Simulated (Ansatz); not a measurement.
# LiSc (hypothetical, Pm-3m): phonons against volume, part 4 of 5

Wanted: mode Grüneisen parameters of LiSc (hypothetical) and a free-energy fit over volumes. The crystal structure is hypothetical: it was made by swapping elements on a known structure type.

Ansatz 0.2.0; DFT PBEsol, scalar-relativistic, plane waves, PAW.

So far, highest frequency (cm⁻¹): step 7 (lattice dynamics at this volume, V/V0 1) 368.

## 10. A cell at another volume, V/V0 0.985

Symmetry fixes every atom, so a single point at the scaled cell gives the energy and pressure of this member.

Contents of input.yaml:

```yaml
crystal:
  lattice:
    - [3.4331885773, 0.0, 0.0]
    - [0.0, 3.4331885773, 0.0]
    - [0.0, 0.0, 3.4331885773]
  atoms:
    - { symbol: Sc, position: [0.5, 0.5, 0.5] }
    - { symbol: Li, position: [0.0, 0.0, 0.0] }
kpoints:
  mp_grid: { grid: [12, 12, 12] }
hamiltonian:
  xc: pbesol
scf:
  occupations: { method: methfessel_paxton, width: 0.2 }
output:
  forces: true
  stress: true
  eigenvalues: true
```

Started as:

```bash
$ ansatz run input.yaml --threads 4 --pin off --max-ram 8192MiB --backend cpu --events-out ev --progress --plain --runs-dir out
```

Numbers of over 12 decimals in the logs are rounded to 6 here.

What it wrote:

```text
[...]
Crystal: 2 atoms, lattice volume = 40.466 Å³
Basis set: ecut = 420 eV, 751 PW (Γ), exchange–correlation on 48×48×48 points (8 copies of the dense FFT grid, shifted against one another)
Bands: 11, of which v1, the nominal top of the filled ones, is band 7 counted from 1 (6 counted from 0)
Symmetry: 48 space group operations
[...]
k-points: 84 of 1728
[...]
--- Band table (eV; the first three rows and the last of 84) ---
  k-point 0: bands = [... 3 lower, -22.0670, -22.0670, 1.6474, 6.2314, 6.2314, 8.8987, 8.8987, 8.8987]
  k-point 1: bands = [... 3 lower, -22.0662, -22.0662, 1.7336, 6.2335, 6.2604, 8.7844, 8.7844, 8.9054]
  k-point 2: bands = [... 3 lower, -22.0642, -22.0642, 1.9846, 6.2147, 6.3415, 8.5126, 8.5126, 8.9240]
  k-point 83: bands = [... 3 lower, -22.1670, -22.1670, 5.4954, 5.4954, 5.4954, 9.5993, 9.5993, 10.7340]
[key lines of the parts left out:]
SCF converged after 6 iterations
Free energy (F): -2313.902451 eV
Fermi energy:    6.247244 eV
P = ⅓ Tr σ = 0.5971 GPa (5.971 kbar)
```

Wall time 1 s (4 threads of Arm Neoverse N1, shared host); peak memory 0.34 GiB; 3.3 s of CPU time.

The run ends at a pressure of 0.60 GPa.

## 11. Phonons, V/V0 0.985

The same q-mesh and k-mesh are kept at every volume, so that much of their error can cancel in the differences.

input.yaml, the sections that differ from step 10:

```yaml
output:
  eigenvalues: true
phonons:
  method: dfpt
  qmesh: [4, 4, 4]
  temperatures: { t_max: 1000, t_step: 50 }
  qpath:
    path:
      - [[0.0, 0.0, 0.0], [0.0, 0.5, 0.0], [0.5, 0.5, 0.0], [0.0, 0.0, 0.0], [0.5, 0.5, 0.5], [0.0, 0.5, 0.0]]
      - [[0.5, 0.5, 0.5], [0.5, 0.5, 0.0]]
    npoints: 10
# crystal, kpoints, hamiltonian, scf: as in step 10
```

What it wrote:

```text
[...]
Crystal: 2 atoms, lattice volume = 40.466 Å³
Basis set: ecut = 420 eV, 751 PW (Γ), exchange–correlation on 48×48×48 points (8 copies of the dense FFT grid, shifted against one another)
Bands: 11, of which v1, the nominal top of the filled ones, is band 7 counted from 1 (6 counted from 0)
Symmetry: 48 space group operations
k-points: 84 of 1728
[...]
k-point 83: bands = [... 3 lower, -22.1670, -22.1670, 5.4954, 5.4954, 5.4954, 9.5994, 9.5994, 10.7340]
[...]
ASR residual: 1.094e-4 → 0.000e0 eV/Å²; symmetrization residual: 4.412e-7 eV/Å²
  ASR residual per site (eV/Å²): 1.09e-4 7.47e-6
  Γ frequencies (cm⁻¹): 0.00 0.00 0.00 370.98 370.98 370.98
--- Phonons (arbitrary-q DFPT): 10 irreducible q on the 4×4×4 mesh ---
[...]
interpolated dispersion: 62 rows × 6 modes
[...]
[key lines of the parts left out:]
SCF converged after 7 iterations
Free energy (F): -2313.902451 eV
Fermi energy:    6.247253 eV
```

The job ended after 4.7 min (4 threads; peak memory 1.3 GiB; 18 min of CPU time).

No mode is imaginary beyond numerical noise at the solved wavevectors. The highest zone-centre mode (no LO–TO term) moved by +1.5 % for a volume change of -1.5 %.

## 12. A cell at another volume, V/V0 1.03

Symmetry fixes every atom, so a single point at the scaled cell gives the energy and pressure of this member.

The cell differs from the one that the last finished run ended in (a 3.433 → 3.485 Å, b 3.433 → 3.485 Å, c 3.433 → 3.485 Å).

input.yaml, the sections that differ from step 11:

```yaml
crystal:
  lattice:
    - [3.4846940753, 0.0, 0.0]
    - [0.0, 3.4846940753, 0.0]
    - [0.0, 0.0, 3.4846940753]
  atoms:
    - { symbol: Sc, position: [0.5, 0.5, 0.5] }
    - { symbol: Li, position: [0.0, 0.0, 0.0] }
output:
  forces: true
  stress: true
  eigenvalues: true
# kpoints, hamiltonian, scf: as in step 11
# phonons: removed
```

What it wrote:

```text
[...]
Crystal: 2 atoms, lattice volume = 42.315 Å³
Basis set: ecut = 420 eV, 799 PW (Γ), exchange–correlation on 48×48×48 points (8 copies of the dense FFT grid, shifted against one another)
Bands: 11, of which v1, the nominal top of the filled ones, is band 7 counted from 1 (6 counted from 0)
Symmetry: 48 space group operations
[...]
k-points: 84 of 1728
[...]
--- Band table (eV; the first three rows and the last of 84) ---
  k-point 0: bands = [... 3 lower, -22.5476, -22.5476, 1.3467, 5.8778, 5.8778, 8.3881, 8.3881, 8.3881]
  k-point 1: bands = [... 3 lower, -22.5470, -22.5470, 1.4305, 5.8783, 5.9051, 8.2824, 8.2824, 8.3944]
  k-point 2: bands = [... 3 lower, -22.5452, -22.5452, 1.6750, 5.8550, 5.9816, 8.0295, 8.0295, 8.4118]
  k-point 83: bands = [... 3 lower, -22.6330, -22.6330, 5.1840, 5.1840, 5.1840, 9.0475, 9.0475, 10.1545]
[key lines of the parts left out:]
SCF converged after 6 iterations
Free energy (F): -2313.899509 eV
Fermi energy:    5.883642 eV
P = ⅓ Tr σ = -1.0499 GPa (-10.499 kbar)
```

The job ended after 1.1 s (4 threads; peak memory 0.34 GiB).

The run ends at a pressure of -1.05 GPa.

## 13. Lattice dynamics at this volume, V/V0 1.03

The same q-mesh and k-mesh are kept at every volume, so that much of their error can cancel in the differences.

input.yaml, the sections that differ from step 12:

```yaml
output:
  eigenvalues: true
phonons:
  method: dfpt
  qmesh: [4, 4, 4]
  temperatures: { t_max: 1000, t_step: 50 }
  qpath:
    path:
      - [[0.0, 0.0, 0.0], [0.0, 0.5, 0.0], [0.5, 0.5, 0.0], [0.0, 0.0, 0.0], [0.5, 0.5, 0.5], [0.0, 0.5, 0.0]]
      - [[0.5, 0.5, 0.5], [0.5, 0.5, 0.0]]
    npoints: 10
# crystal, kpoints, hamiltonian, scf: as in step 12
```

What it wrote:

```text
[...]
Crystal: 2 atoms, lattice volume = 42.315 Å³
Basis set: ecut = 420 eV, 799 PW (Γ), exchange–correlation on 48×48×48 points (8 copies of the dense FFT grid, shifted against one another)
Bands: 11, of which v1, the nominal top of the filled ones, is band 7 counted from 1 (6 counted from 0)
Symmetry: 48 space group operations
k-points: 84 of 1728
[...]
k-point 83: bands = [... 3 lower, -22.6330, -22.6330, 5.1840, 5.1840, 5.1840, 9.0476, 9.0476, 10.1545]
[...]
ASR residual: 1.349e-4 → 0.000e0 eV/Å²; symmetrization residual: 4.919e-7 eV/Å²
  ASR residual per site (eV/Å²): 1.35e-4 3.58e-6
  Γ frequencies (cm⁻¹): 0.00 0.00 0.00 354.91 354.91 354.91
--- Phonons (arbitrary-q DFPT): 10 irreducible q on the 4×4×4 mesh ---
[...]
interpolated dispersion: 62 rows × 6 modes
[...]
[key lines of the parts left out:]
SCF converged after 7 iterations
Free energy (F): -2313.899509 eV
Fermi energy:    5.883648 eV
```

It took 4.9 min on 4 threads; peak memory 1.4 GiB.

No LO-TO term. The phonon branches at the labelled points (cm⁻¹):

| point | branch 1 | branch 2 | branch 3 | branch 4 | branch 5 | branch 6 |
| --- | --- | --- | --- | --- | --- | --- |
| Γ | 0 | 0 | 0 | 355 | 355 | 355 |
| halfway | 85 | 85 | 96 | 337 | 349 | 349 |
| X | 104 | 125 | 125 | 305 | 339 | 339 |
| halfway | 97 | 100 | 108 | 309 | 319 | 349 |
| M | 85 | 85 | 94 | 294 | 294 | 359 |
| halfway | 66 | 98 | 129 | 327 | 330 | 349 |
| Γ | 0 | 0 | 0 | 355 | 355 | 355 |
| halfway | 109 | 115 | 115 | 322 | 322 | 335 |
| R | 179 | 179 | 179 | 288 | 288 | 288 |
| halfway | 92 | 121 | 150 | 302 | 317 | 330 |
| X | 104 | 125 | 125 | 305 | 339 | 339 |
| jump to R | 179 | 179 | 179 | 288 | 288 | 288 |
| halfway | 139 | 139 | 140 | 292 | 292 | 326 |
| M | 85 | 85 | 94 | 294 | 294 | 359 |

The phonon branches as a text plot (rows in cm⁻¹):

```
    351 |*****     ********************                       ***
    336 |   *******          ***     ****           ******
    321 |     *    *       ***          ****       ***      **
    306 |      ********  **              ****     ******** *
    292 |             ***                   ********      *******
    277 |
    262 |
    247 |
    232 |
    217 |
    202 |
    187 |
    172 |                                   *******       *
    157 |                                  *     ****      **
    142 |                                ** *     ** **      *
    127 |      ***         ****        *   *        *  ***
    112 |     *   **      *    *     ** ***        * *  *     *
     97 |   ** ***************      *  *            * ****     **
     82 |   *         ******* * *                    **         *
     67 |  *                 * *     **
     52 | **                  * *  **
     37 | *                    ***
     22 |*                       * *
      7 |                         *
         Γ      X      M          Γ            R        X|R     M
```

No mode is imaginary beyond numerical noise at the solved wavevectors. The highest zone-centre mode (no LO–TO term) moved by -2.9 % for a volume change of +3.0 %.

## 14. A cell at another volume, V/V0 0.97

Symmetry fixes every atom, so a single point at the scaled cell gives the energy and pressure of this member.

The cell differs from the one that the last finished run ended in (a 3.485 → 3.416 Å, b 3.485 → 3.416 Å, c 3.485 → 3.416 Å).

input.yaml, the sections that differ from step 13:

```yaml
crystal:
  lattice:
    - [3.4156720043, 0.0, 0.0]
    - [0.0, 3.4156720043, 0.0]
    - [0.0, 0.0, 3.4156720043]
  atoms:
    - { symbol: Sc, position: [0.5, 0.5, 0.5] }
    - { symbol: Li, position: [0.0, 0.0, 0.0] }
output:
  forces: true
  stress: true
  eigenvalues: true
# kpoints, hamiltonian, scf: as in step 13
# phonons: removed
```

What it wrote:

```text
[...]
Crystal: 2 atoms, lattice volume = 39.850 Å³
Basis set: ecut = 420 eV, 751 PW (Γ), exchange–correlation on 48×48×48 points (8 copies of the dense FFT grid, shifted against one another)
Bands: 11, of which v1, the nominal top of the filled ones, is band 7 counted from 1 (6 counted from 0)
Symmetry: 48 space group operations
[...]
k-points: 84 of 1728
[...]
--- Band table (eV; the first three rows and the last of 84) ---
  k-point 0: bands = [... 3 lower, -21.8976, -21.8976, 1.7550, 6.3558, 6.3558, 9.0788, 9.0788, 9.0788]
  k-point 1: bands = [... 3 lower, -21.8968, -21.8968, 1.8420, 6.3585, 6.3854, 8.9614, 8.9614, 9.0857]
  k-point 2: bands = [... 3 lower, -21.8946, -21.8946, 2.0952, 6.3415, 6.4681, 8.6828, 8.6828, 9.1047]
  k-point 83: bands = [... 3 lower, -22.0031, -22.0031, 5.6048, 5.6048, 5.6048, 9.7942, 9.7942, 10.9396]
[key lines of the parts left out:]
SCF converged after 6 iterations
Free energy (F): -2313.898957 eV
Fermi energy:    6.375420 eV
P = ⅓ Tr σ = 1.2270 GPa (12.270 kbar)
```

Elapsed: 1 s, on 4 threads; peak memory 0.34 GiB; 3.2 s of CPU time.

The run ends at a pressure of 1.23 GPa.

## 15. Lattice dynamics at this volume, V/V0 0.97

Phonons at this volume give one point of F(V, T); meshes stay fixed along the series.

input.yaml, the sections that differ from step 14:

```yaml
output:
  eigenvalues: true
phonons:
  method: dfpt
  qmesh: [4, 4, 4]
  temperatures: { t_max: 1000, t_step: 50 }
  qpath:
    path:
      - [[0.0, 0.0, 0.0], [0.0, 0.5, 0.0], [0.5, 0.5, 0.0], [0.0, 0.0, 0.0], [0.5, 0.5, 0.5], [0.0, 0.5, 0.0]]
      - [[0.5, 0.5, 0.5], [0.5, 0.5, 0.0]]
    npoints: 10
# crystal, kpoints, hamiltonian, scf: as in step 14
```

What it wrote:

```text
[...]
Crystal: 2 atoms, lattice volume = 39.850 Å³
Basis set: ecut = 420 eV, 751 PW (Γ), exchange–correlation on 48×48×48 points (8 copies of the dense FFT grid, shifted against one another)
Bands: 11, of which v1, the nominal top of the filled ones, is band 7 counted from 1 (6 counted from 0)
Symmetry: 48 space group operations
k-points: 84 of 1728
[...]
k-point 83: bands = [... 3 lower, -22.0031, -22.0031, 5.6048, 5.6048, 5.6048, 9.7942, 9.7942, 10.9397]
[...]
ASR residual: 1.206e-4 → 0.000e0 eV/Å²; symmetrization residual: 4.709e-7 eV/Å²
  ASR residual per site (eV/Å²): 1.21e-4 8.67e-6
  Γ frequencies (cm⁻¹): 0.00 0.00 0.00 376.51 376.51 376.51
--- Phonons (arbitrary-q DFPT): 10 irreducible q on the 4×4×4 mesh ---
[...]
interpolated dispersion: 62 rows × 6 modes
[...]
[key lines of the parts left out:]
SCF converged after 7 iterations
Free energy (F): -2313.898957 eV
Fermi energy:    6.375430 eV
```

Wall time 4.6 min (4 threads); peak memory 1.3 GiB.

No mode is imaginary beyond numerical noise at the solved wavevectors. The highest zone-centre mode (no LO–TO term) moved by +3.0 % for a volume change of -3.0 %.

## 16. Single point at a scaled cell, V/V0 1.05

Symmetry fixes every atom, so a single point at the scaled cell gives the energy and pressure of this member.

The cell differs from the one that the last finished run ended in (a 3.416 → 3.507 Å, b 3.416 → 3.507 Å, c 3.416 → 3.507 Å).

input.yaml, the sections that differ from step 15:

```yaml
crystal:
  lattice:
    - [3.5071042994, 0.0, 0.0]
    - [0.0, 3.5071042994, 0.0]
    - [0.0, 0.0, 3.5071042994]
  atoms:
    - { symbol: Sc, position: [0.5, 0.5, 0.5] }
    - { symbol: Li, position: [0.0, 0.0, 0.0] }
output:
  forces: true
  stress: true
  eigenvalues: true
# kpoints, hamiltonian, scf: as in step 15
# phonons: removed
```

What it wrote:

```text
[...]
Crystal: 2 atoms, lattice volume = 43.137 Å³
Basis set: ecut = 420 eV, 847 PW (Γ), exchange–correlation on 48×48×48 points (8 copies of the dense FFT grid, shifted against one another)
Bands: 11, of which v1, the nominal top of the filled ones, is band 7 counted from 1 (6 counted from 0)
Symmetry: 48 space group operations
[...]
k-points: 84 of 1728
[...]
--- Band table (eV; the first three rows and the last of 84) ---
  k-point 0: bands = [... 3 lower, -22.7489, -22.7489, 1.2228, 5.7293, 5.7293, 8.1745, 8.1745, 8.1745]
  k-point 1: bands = [... 3 lower, -22.7483, -22.7483, 1.3056, 5.7292, 5.7560, 8.0723, 8.0723, 8.1807]
  k-point 2: bands = [... 3 lower, -22.7466, -22.7466, 1.5473, 5.7042, 5.8306, 7.8272, 7.8272, 8.1975]
  k-point 83: bands = [... 3 lower, -22.8286, -22.8286, 5.0532, 5.0532, 5.0532, 8.8169, 8.8169, 9.9134]
[key lines of the parts left out:]
SCF converged after 6 iterations
Free energy (F): -2313.892488 eV
Fermi energy:    5.731378 eV
P = ⅓ Tr σ = -1.6786 GPa (-16.786 kbar)
```

The job ended after 1.1 s (4 threads; peak memory 0.34 GiB).

The run ends at a pressure of -1.68 GPa.

## 17. A run with changed settings

One run with other settings shows how much the ground state depends on them.

This step: DFT PBEsol, scalar-relativistic, plane waves, PAW; settings changed (Ansatz 0.2.0).

input.yaml, as its differences from that of step 16:

```diff
@@ -14,5 +14,7 @@
   occupations: { method: methfessel_paxton, width: 0.2 }
+  mixing: { algorithm: broyden, beta: 0.3 }
+  algorithm: density_mixing
 output:
   forces: true
+  eigenvalues: true
   stress: true
-  eigenvalues: true
```

What it wrote:

```text
[...]
Crystal: 2 atoms, lattice volume = 43.137 Å³
Basis set: ecut = 420 eV, 847 PW (Γ), exchange–correlation on 48×48×48 points (8 copies of the dense FFT grid, shifted against one another)
Bands: 11, of which v1, the nominal top of the filled ones, is band 7 counted from 1 (6 counted from 0)
Symmetry: 48 space group operations
[...]
k-points: 84 of 1728
[...]
--- Band table (eV; the first three rows and the last of 84) ---
  k-point 0: bands = [... 3 lower, -22.7489, -22.7489, 1.2228, 5.7292, 5.7292, 8.1745, 8.1745, 8.1745]
  k-point 1: bands = [... 3 lower, -22.7483, -22.7483, 1.3056, 5.7291, 5.7559, 8.0722, 8.0722, 8.1806]
  k-point 2: bands = [... 3 lower, -22.7467, -22.7467, 1.5473, 5.7042, 5.8305, 7.8272, 7.8272, 8.1974]
  k-point 83: bands = [... 3 lower, -22.8287, -22.8287, 5.0531, 5.0531, 5.0531, 8.8168, 8.8168, 9.9134]
[key lines of the parts left out:]
SCF converged after 6 iterations
Free energy (F): -2313.892488 eV
Fermi energy:    5.731338 eV
P = ⅓ Tr σ = -1.6786 GPa (-16.786 kbar)
```

Run time: 1.1 s. Hardware: 4 threads; peak memory 0.34 GiB; 3.4 s of CPU time.

At -1.7 GPa the cell is away from the equilibrium volume of this level: left free, it would shrink.

## 18. Phonons, V/V0 1.05

Phonons at this volume give one point of F(V, T); meshes stay fixed along the series.

This step: DFT PBEsol, scalar-relativistic, plane waves, PAW (Ansatz 0.2.0).

input.yaml, the sections that differ from step 17:

```yaml
scf:
  occupations: { method: methfessel_paxton, width: 0.2 }
output:
  eigenvalues: true
phonons:
  method: dfpt
  qmesh: [4, 4, 4]
  temperatures: { t_max: 1000, t_step: 50 }
  qpath:
    path:
      - [[0.0, 0.0, 0.0], [0.0, 0.5, 0.0], [0.5, 0.5, 0.0], [0.0, 0.0, 0.0], [0.5, 0.5, 0.5], [0.0, 0.5, 0.0]]
      - [[0.5, 0.5, 0.5], [0.5, 0.5, 0.0]]
    npoints: 10
# crystal, kpoints, hamiltonian: as in step 17
```

What it wrote:

```text
[...]
Crystal: 2 atoms, lattice volume = 43.137 Å³
Basis set: ecut = 420 eV, 847 PW (Γ), exchange–correlation on 48×48×48 points (8 copies of the dense FFT grid, shifted against one another)
Bands: 11, of which v1, the nominal top of the filled ones, is band 7 counted from 1 (6 counted from 0)
Symmetry: 48 space group operations
k-points: 84 of 1728
[...]
k-point 83: bands = [... 3 lower, -22.8286, -22.8286, 5.0532, 5.0532, 5.0532, 8.8169, 8.8169, 9.9134]
[...]
ASR residual: 8.692e-5 → 0.000e0 eV/Å²; symmetrization residual: 9.154e-7 eV/Å²
  ASR residual per site (eV/Å²): 8.69e-5 3.96e-6
  Γ frequencies (cm⁻¹): 0.00 0.00 0.00 348.02 348.02 348.02
--- Phonons (arbitrary-q DFPT): 10 irreducible q on the 4×4×4 mesh ---
[...]
interpolated dispersion: 62 rows × 6 modes
[...]
[key lines of the parts left out:]
SCF converged after 7 iterations
Free energy (F): -2313.892488 eV
Fermi energy:    5.731383 eV
```

Elapsed: 5 min, on 4 threads; peak memory 1.4 GiB; 19 min of CPU time.

(Part 4 of 5 ends here.)

[Logs are printed without paths, hosts, clocks, repeated set-up lines and the standing remarks that a program may print on its own settings, such as how far it seeks lower states.]

[Hosts, paths, dates, database ids (printed as entryN), source tags and the programs' standing remarks are cut or masked in the printed files.]

[A step with changed settings may run another functional than the one named; its input shows which.]


